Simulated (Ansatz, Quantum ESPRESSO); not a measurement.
# Mode couplings of In (I4/mmm) in a second program, part 3 of 4

Each step names its level of theory.

So far, highest frequency, solved or plainly interpolated (cm⁻¹): step 4 (second program, linear response: Fermi–Dirac smearing of …) 91.2. The relaxed cell has a = 3.291, c = 5.086 Å (conventional setting).

### Step 5. Matrix elements on the k mesh: PseudoDojo files, cutoff 952.399 eV, Fermi–Dirac smearing of 0.1 eV

The exported deformation potentials allow the same Gaussian double-delta sums that other programs print.

This step: DFT PBE, scalar-relativistic, plane waves, PseudoDojo norm-conserving pseudopotentials (Ansatz 0.2.0).

Input file input.yaml:

```yaml
crystal:
  lattice:
    - [-1.6456288976, 1.6456288976, 2.5428046691]
    - [1.6456288976, -1.6456288976, 2.5428046691]
    - [1.6456288976, 1.6456288976, -2.5428046691]
  atoms:
    - { symbol: In, position: [0.0, 0.0, 0.0] }
kpoints:
  mp_grid: { grid: [10, 10, 10] }
hamiltonian:
  xc: pbe
  pseudopotentials: { kind: nc, accuracy: standard }
scf:
  occupations: { method: fermi_dirac, width: 0.1 }
  n_extra_bands: 10
output:
  eigenvalues: true
basis:
  ecutwfc: 952.399
phonons:
  method: dfpt
  qmesh: [2, 2, 2]
  temperatures: { t_max: 1000, t_step: 50 }
  qpath:
    path:
      - [[0.0, 0.0, 0.0], [0.0, 0.0, 0.5], [0.25, 0.25, 0.25], [0.0, 0.5, 0.0], [0.0, 0.0, 0.0], [0.5, 0.5, -0.5], [0.35470751, 0.64529249, -0.35470751]]
      - [[-0.35470751, 0.35470751, 0.35470751], [0.0, 0.0, 0.0]]
      - [[0.0, 0.0, 0.5], [-0.20941501, 0.20941501, 0.5]]
      - [[0.5, 0.5, -0.20941501], [0.5, 0.5, -0.5]]
    npoints: 10
  electron_phonon_deformation_potentials: { window_half_width: 2.5 }
```

Command:

```
$ ansatz run input.yaml --threads 4 --pin off --max-ram 8192MiB --backend cpu --events-out ev --progress --plain --runs-dir out
```

Numbers of over 12 decimals in the logs are rounded to 6 here.

The log of the run:

```text
[...]
Crystal: 1 atoms, lattice volume = 27.545 Å³
Basis set: ecut = 952.399 eV, 1849 PW (Γ), exchange–correlation on 72×72×72 points (8 copies of the dense FFT grid, shifted against one another)
Bands: 17, of which v1, the nominal top of the filled ones, is band 7 counted from 1 (6 counted from 0)
Symmetry: 16 space group operations
k-points: 102 of 1000
[...]
SCF iter   1: F=—  HF=-1808.295770 eV  |F-HF|=—  |Δ(HF+E_count)|=         —  Δρ=1.41e-2  dr2=7.96e-2  ethr=3.10e-3  ⟨swp⟩=5.4  Hψ=10611  notcnv=0  defer=17
[...]
SCF iter   8: F=-1808.269237 eV  HF=-1808.269237 eV  |F-HF|=2.27e-13  |Δ(HF+E_count)|=  1.12e-10  Δρ=7.95e-8  dr2=3.74e-13  ethr=1.00e-12  ⟨swp⟩=25.3  Hψ=17134  notcnv=0
the search or the solves at the SCF's close seem to have found levels that the self-consistency loop had missed (the run counts 1). By its estimate they hold under 1e-12 electrons; where the run keeps them, the occupations were computed again with them
SCF 1 converged in 8 iterations: F = -1808.269237 eV  dr2 = 3.74e-13
  Residual-converged pass: ⟨swp⟩=1.7  Hψ=2232  notcnv=0  max |occ|·‖R‖ = 7.0e-9 eV (tolerance 1.0e-8 eV)  dr2=3.74e-13  max |Δocc| = 2.5e-11
NSCF: frozen V_eff on 102 k-points
WARN: eigensolver did not converge in 2 slots of this pass, the one above among them; of largest residual over every band (k=96): 1 band(s) unlocked (lowest unlocked band 16, counted from 0; max residual 2.44e-5 eV among the unlocked bands, 2.44e-5 eV over every band); of lowest unlocked band (k=96): band 16
[...]
DFPT response loops at q = (0, 0, 0) (fractional): preconditioner auto → Kerker (q_TF=auto, 2.407 Å⁻¹) (partly filled bands, converged f_vac=0.000); β = 1.00, the filter's whole step (`scf.mixing.beta` (0.50) is not read by the response loops under this deck's `scf.mixing.preconditioner`; to damp them name `kerker` or `kerker_dos`, under which they read `scf.mixing.beta`, and type it under 1.00, their step now; both keys bind the ground state too); Anderson in place of MSR1; while a model of the screening serves, it and β = 1 on shorter waves in the place of filter and β
[...]
SCF converged after 8 iterations
Free energy (F): -1808.269237 eV
[...]
Internal energy: -1808.252943 eV  (E = F + TS)
E sigma→0 (E₀):  -1808.261090 eV
Entropy (-TS):   -0.016294 eV (-16.294 meV/atom)
Fermi energy:    9.770504 eV
[...]
--- Band table (eV; the first three rows and the last of 102) ---
  k-point 0: bands = [... 3 lower, -4.7035, -4.5929, 0.6195, 19.9094, 19.9094, 20.0499, 21.5202, 23.3193, ... 6 higher]
  k-point 1: bands = [... 3 lower, -4.6933, -4.6088, 0.9164, 18.3927, 18.6207, 18.9059, 20.2418, 24.6292, ... 6 higher]
  k-point 2: bands = [... 3 lower, -4.6776, -4.6185, 1.8158, 16.2955, 16.6273, 17.0862, 18.7863, 20.6023, ... 6 higher]
  k-point 101: bands = [... 3 lower, -4.4875, -4.4875, 6.6689, 7.2514, 14.5742, 14.5742, 17.8701, 17.9071, ... 6 higher]
--- Phonons (Γ-DFPT): 2 representative perturbations + reference (Σ response iterations 4) ---
  ASR residual: 2.520e-5 → 0.000e0 eV/Å²; symmetrization residual: 1.694e-21 eV/Å²
  ASR residual per site (eV/Å²): 2.52e-5
  Γ frequencies (cm⁻¹): 0.00 0.00 0.00
--- Phonons (arbitrary-q DFPT): 4 irreducible q on the 2×2×2 mesh ---
  q = [0.0000, 0.0000, 0.0000] (star 1, of the zone-centre solve; hermiticity 3.13e-25, symmetrization 2.69e-16): -0.00 -0.00 0.00
  q = [0.0000, 0.0000, -0.5000] (star 2, 2 solved perturbations in 342 linear systems a pass and spin channel, the states on 171 of 1000 k-point pairs; hermiticity 6.06e-14, symmetrization 5.24e-13): 46.91 71.42 104.15
[...]
sum rule: each row above includes the acoustic sum rule's correction from the zone centre's row sums; it moved no ω² by more than (0.24 cm⁻¹)²
  mesh force constants: q→R imaginary residual 0.00e0; ASR residual 2.520e-5 → 0.000e0 eV/Å²; symmetrization residual 1.332e-15 eV/Å²
  interpolated dispersion: 94 rows × 3 modes
  density of states and harmonic sums: on the 22×22×26 q-mesh, interpolated from the force constants of a 2×2×2 supercell (no non-analytic term)
  largest difference from the sums on the solved wave vectors: F 7.70e-2 eV, S 1.09e-4 and C_V 3.23e-5 eV/K
  zero-point energy: 0.011032 eV/cell   skipped modes (ω ≤ 0): 3   left out of the sums: 7.95e-5 of the cell's modes: C_V's classical limit lies that fraction below 3 k_B per atom; for a crystal, a wire or a layer, F and S can be off by more, and a phonons.interpolated_qmesh denser along its periods is the remedy for the sampling
Electron–phonon deformation potentials of 3 wavevectors written to <dir>
```

It took 41 s on 4 threads of Arm Neoverse V1, shared host; peak memory 1.8 GiB.

The column dr2 measures how far the density is from self-consistency, as an energy; F and HF (Harris–Foulkes) agree once it is small.

Numbers from this step:

| Property | Result |
| --- | --- |
| zero point energy | 0.01103 eV/cell |
| share of imaginary modes in the plain interpolation between solved wavevectors | 0 |
| highest frequency, solved or plainly interpolated | 106.4 cm⁻¹ |
| Debye temperature (second moment) | 120 K |

Allen's double-delta sum on the run's k mesh, delta = exp(-(x/sigma)^2)/(sigma sqrt(pi)); at the zone centre the sum is no linewidth. Double-delta sums:

| q1 | q2 | q3 | star | mode | omega (meV) | lambda_q, sigma 0.05 eV | lambda_q, sigma 0.1 eV | lambda_q, sigma 0.2 eV | lambda_q, sigma 0.3 eV | lambda_q, sigma 0.4 eV | half width at sigma 0.2 (meV) | <D²> at sigma 0.2 ((eV/Å)²) | nesting at sigma 0.2 (1/eV²) |
| --- | --- | --- | --- | --- | --- | --- | --- | --- | --- | --- | --- | --- | --- |
| 0 | 0 | -0.5 | 2 | 1 | 5.817 | 0.007728 | 0.257 | 0.2786 | 0.2031 | 0.2312 | 0.00754 | 0.459 | 0.1436 |
| 0 | 0 | -0.5 | 2 | 2 | 8.855 | 0.01297 | 0.4313 | 0.4669 | 0.2877 | 0.1981 | 0.02929 | 1.783 | 0.1436 |
| 0 | 0 | -0.5 | 2 | 3 | 12.91 | 0.5727 | 1.491 | 0.7155 | 0.4545 | 0.3359 | 0.09544 | 5.81 | 0.1436 |
| 0 | -0.5 | 0 | 4 | 1 | 2.82 | 3.33e-15 | 1.17e-4 | 0.06612 | 0.197 | 0.3514 | 4.21e-4 | 0.2987 | 0.01231 |
| 0 | -0.5 | 0 | 4 | 2 | 4.311 | 1.22e-15 | 2.84e-5 | 0.01512 | 0.07 | 0.1492 | 2.25e-4 | 0.1597 | 0.01231 |
| 0 | -0.5 | 0 | 4 | 3 | 13.19 | 4.22e-14 | 6.96e-4 | 0.1079 | 0.1879 | 0.2059 | 0.01502 | 10.67 | 0.01231 |
| -0.5 | -0.5 | -0.5 | 1 | 1 | 5.069 | 4.558 | 6.112 | 3.338 | 1.852 | 1.191 | 0.06862 | 1.897 | 0.3163 |
| -0.5 | -0.5 | -0.5 | 1 | 2 | 5.069 | 4.558 | 6.112 | 3.338 | 1.852 | 1.191 | 0.06862 | 1.897 | 0.3163 |
| -0.5 | -0.5 | -0.5 | 1 | 3 | 11.33 | 0.9704 | 1.793 | 0.8994 | 0.4673 | 0.2981 | 0.0924 | 2.554 | 0.3163 |

Mean over the q mesh without its centre; few wavevectors enter, so none of the widths can be taken as converged. Coupling constant λ, lambda against Gaussian width:

| Gaussian width (eV) | coupling constant λ, lambda |
| --- | --- |
| 0.050 | 1.61 |
| 0.100 | 2.63 |
| 0.200 | 1.61 |
| 0.300 | 1.13 |
| 0.400 | 1.00 |

Among the solved wavevectors the lowest mode, translations apart, is 22.7 cm⁻¹, so these are real on this k mesh.

### Step 6. Ground state with pw.x

ph.x needs a tightly converged ground state on the same k mesh; the cell is that of the step before.

This step: DFT PBE, scalar-relativistic, plane waves, PseudoDojo norm-conserving pseudopotentials (Quantum ESPRESSO 7.5).

Input file pw.in:

```
&CONTROL
  calculation = 'scf'
  prefix      = 'x'
  outdir      = './tmp'
  pseudo_dir  = './pseudo'
  tprnfor     = .true.
  tstress     = .true.
/
&SYSTEM
  ibrav       = 0
  nat         = 1
  ntyp        = 1
  ecutwfc     = 70.0
  ecutrho     = 280.0
  occupations = 'smearing'
  smearing    = 'fd'
  degauss     = 0.00734986
  nbnd        = 14
/
&ELECTRONS
  conv_thr    = 1.0d-11
  mixing_beta = 0.5
/
ATOMIC_SPECIES
 In    114.8180  In.upf
CELL_PARAMETERS angstrom
    -1.645628898    1.645628898    2.542804669
     1.645628898   -1.645628898    2.542804669
     1.645628898    1.645628898   -2.542804669
ATOMIC_POSITIONS crystal
 In     0.000000000   0.000000000   0.000000000
K_POINTS automatic
 10 10 10 0 0 0
```

Command:

```
$ OMP_NUM_THREADS=1 mpirun -n 4 pw.x -nk 4 -in pw.in > pw.x.log
```

The log of the run:

```text
[banner, memory and clock lines left out]
Program PWSCF v.7.5

     Message from routine setup:
     using ibrav=0 with symmetry is DISCOURAGED, use correct ibrav instead

     G-vector sticks info

     bravais-lattice index     =            0
     lattice parameter (alat)  =       6.5140  a.u.
     unit-cell volume          =     185.8803 (a.u.)^3
     number of atoms/cell      =            1
     number of atomic types    =            1
     number of electrons       =        13.00
     number of Kohn-Sham states=           14
     kinetic-energy cutoff     =      70.0000  Ry
     charge density cutoff     =     280.0000  Ry
     scf convergence threshold =      1.0E-11
     mixing beta               =       0.5000
     number of iterations used =            8  plain     mixing
     Exchange-correlation= PBE
                           (   1   4   3   4   0   0   0)

     celldm(1)=   6.513951  celldm(2)=   0.000000  celldm(3)=   0.000000
     celldm(4)=   0.000000  celldm(5)=   0.000000  celldm(6)=   0.000000

     crystal axes: (cart. coord. in units of alat)
               a(1) = (  -0.477404   0.477404   0.737679 )
               a(2) = (   0.477404  -0.477404   0.737679 )
               a(3) = (   0.477404   0.477404  -0.737679 )

     reciprocal axes: (cart. coord. in units 2 pi/alat)
               b(1) = (  0.000000  1.047330  0.677802 )
               b(2) = (  1.047330  0.000000  0.677802 )
               b(3) = (  1.047330  1.047330  0.000000 )

     PseudoPot. # 1 for In read from file:
     ./pseudo/In.upf
     Pseudo is Norm-conserving + core correction, Zval = 13.0
     Using radial grid of 1964 points,  6 beta functions with:
                l(1) =   0
                l(2) =   0
                l(3) =   1
                l(4) =   1
                l(5) =   2
                l(6) =   2

     atomic species   valence    mass     pseudopotential
     In               13.00   114.81800     In( 1.00)

     16 Sym. Ops., with inversion, found

   Cartesian axes

     site n.     atom                  positions (alat units)
         1        In     tau(   1) = (   0.0000000   0.0000000   0.0000000  )

     number of k points=   102  Fermi-Dirac smearing, width (Ry)=  0.0073

     Number of k-points >= 100: set verbosity='high' to print them.

     Dense  grid:    14677 G-vectors     FFT dimensions: (  36,  36,  36)

     Initial potential from superposition of free atoms

     starting charge      12.9961, renormalised to      13.0000
     Starting wfcs are    9 randomized atomic wfcs +    5 random wfcs

     per-process dynamical memory:    23.4 Mb

     Self-consistent Calculation

     iteration #  1     ecut=    70.00 Ry     beta= 0.50
     Davidson diagonalization with overlap
     ethr =  1.00E-02,  avg # of iterations =  6.0

     Threshold (ethr) on eigenvalues was too large:
     Diagonalizing with lowered threshold

     Davidson diagonalization with overlap
     ethr =  4.39E-05,  avg # of iterations =  6.4

     total energy              =    -132.90457404 Ry
     estimated scf accuracy    <       0.00583640 Ry

     iteration #  2     ecut=    70.00 Ry     beta= 0.50
     Davidson diagonalization with overlap
     ethr =  4.49E-05,  avg # of iterations =  2.0

     total energy              =    -132.90539882 Ry
     estimated scf accuracy    <       0.00044375 Ry

     iteration #  3     ecut=    70.00 Ry     beta= 0.50
     Davidson diagonalization with overlap
     ethr =  3.41E-06,  avg # of iterations =  3.5

     total energy              =    -132.90543023 Ry
     estimated scf accuracy    <       0.00007028 Ry

     iteration #  4     ecut=    70.00 Ry     beta= 0.50
     Davidson diagonalization with overlap
     ethr =  5.41E-07,  avg # of iterations =  1.9

     total energy              =    -132.90543514 Ry
     estimated scf accuracy    <       0.00000035 Ry

     iteration #  5     ecut=    70.00 Ry     beta= 0.50
     Davidson diagonalization with overlap
     ethr =  2.71E-09,  avg # of iterations =  5.2

     total energy              =    -132.90543608 Ry
     estimated scf accuracy    <       0.00000011 Ry

     iteration #  6     ecut=    70.00 Ry     beta= 0.50
     Davidson diagonalization with overlap
     ethr =  8.74E-10,  avg # of iterations =  2.0

     total energy              =    -132.90543609 Ry
     estimated scf accuracy    <       0.00000005 Ry

     iteration #  7     ecut=    70.00 Ry     beta= 0.50
     Davidson diagonalization with overlap
     ethr =  3.66E-10,  avg # of iterations =  2.0

     total energy              =    -132.90543610 Ry
     estimated scf accuracy    <          3.9E-11 Ry

     iteration #  8     ecut=    70.00 Ry     beta= 0.50
     Davidson diagonalization with overlap
     ethr =  3.02E-13,  avg # of iterations =  4.5

     total energy              =    -132.90543610 Ry
     estimated scf accuracy    <          2.8E-11 Ry

     iteration #  9     ecut=    70.00 Ry     beta= 0.50
     Davidson diagonalization with overlap
     ethr =  2.12E-13,  avg # of iterations =  1.0

     End of self-consistent calculation

     Number of k-points >= 100: set verbosity='high' to print the bands.

     the Fermi energy is     9.7704 ev

!    total energy              =    -132.90543610 Ry
     estimated scf accuracy    <          6.0E-12 Ry
     smearing contrib. (-TS)   =      -0.00119757 Ry
     internal energy E=F+TS    =    -132.90423852 Ry

     The total energy is F=E-TS. E is the sum of the following terms:
     one-electron contribution =     -35.67976809 Ry
     hartree contribution      =      28.34264398 Ry
     xc contribution           =     -40.05427765 Ry
     ewald contribution        =     -85.51283676 Ry

     convergence has been achieved in   9 iterations

     Forces acting on atoms (cartesian axes, Ry/au):

     atom    1 type  1   force =     0.00000000    0.00000000    0.00000000

     Total force =     0.000000     Total SCF correction =     0.000000

     Computing stress (Cartesian axis) and pressure

          total   stress  (Ry/bohr**3)                   (kbar)     P=       -0.80
   0.00003659   0.00000000   0.00000000            5.38        0.00        0.00
   0.00000000   0.00003659   0.00000000            0.00        5.38        0.00
   0.00000000   0.00000000  -0.00008947            0.00        0.00      -13.16

     XML data file, charge density, pseudopotentials, collected wavefunctions
```

Wall time 14 s (4 MPI ranks).

This step gave:

```
pressure : -0.08 GPa
```

With these potentials, mesh and smearing the cell is at -0.08 GPa.

(Continued in part 4 of 4.)

[Logs are printed without paths, hosts, clocks, repeated set-up lines and the standing remarks that a program may print on its own settings, such as how far it seeks lower states.]

[Hosts, paths, dates, database ids (printed as entryN), source tags and the programs' standing remarks are cut or masked in the printed files.]
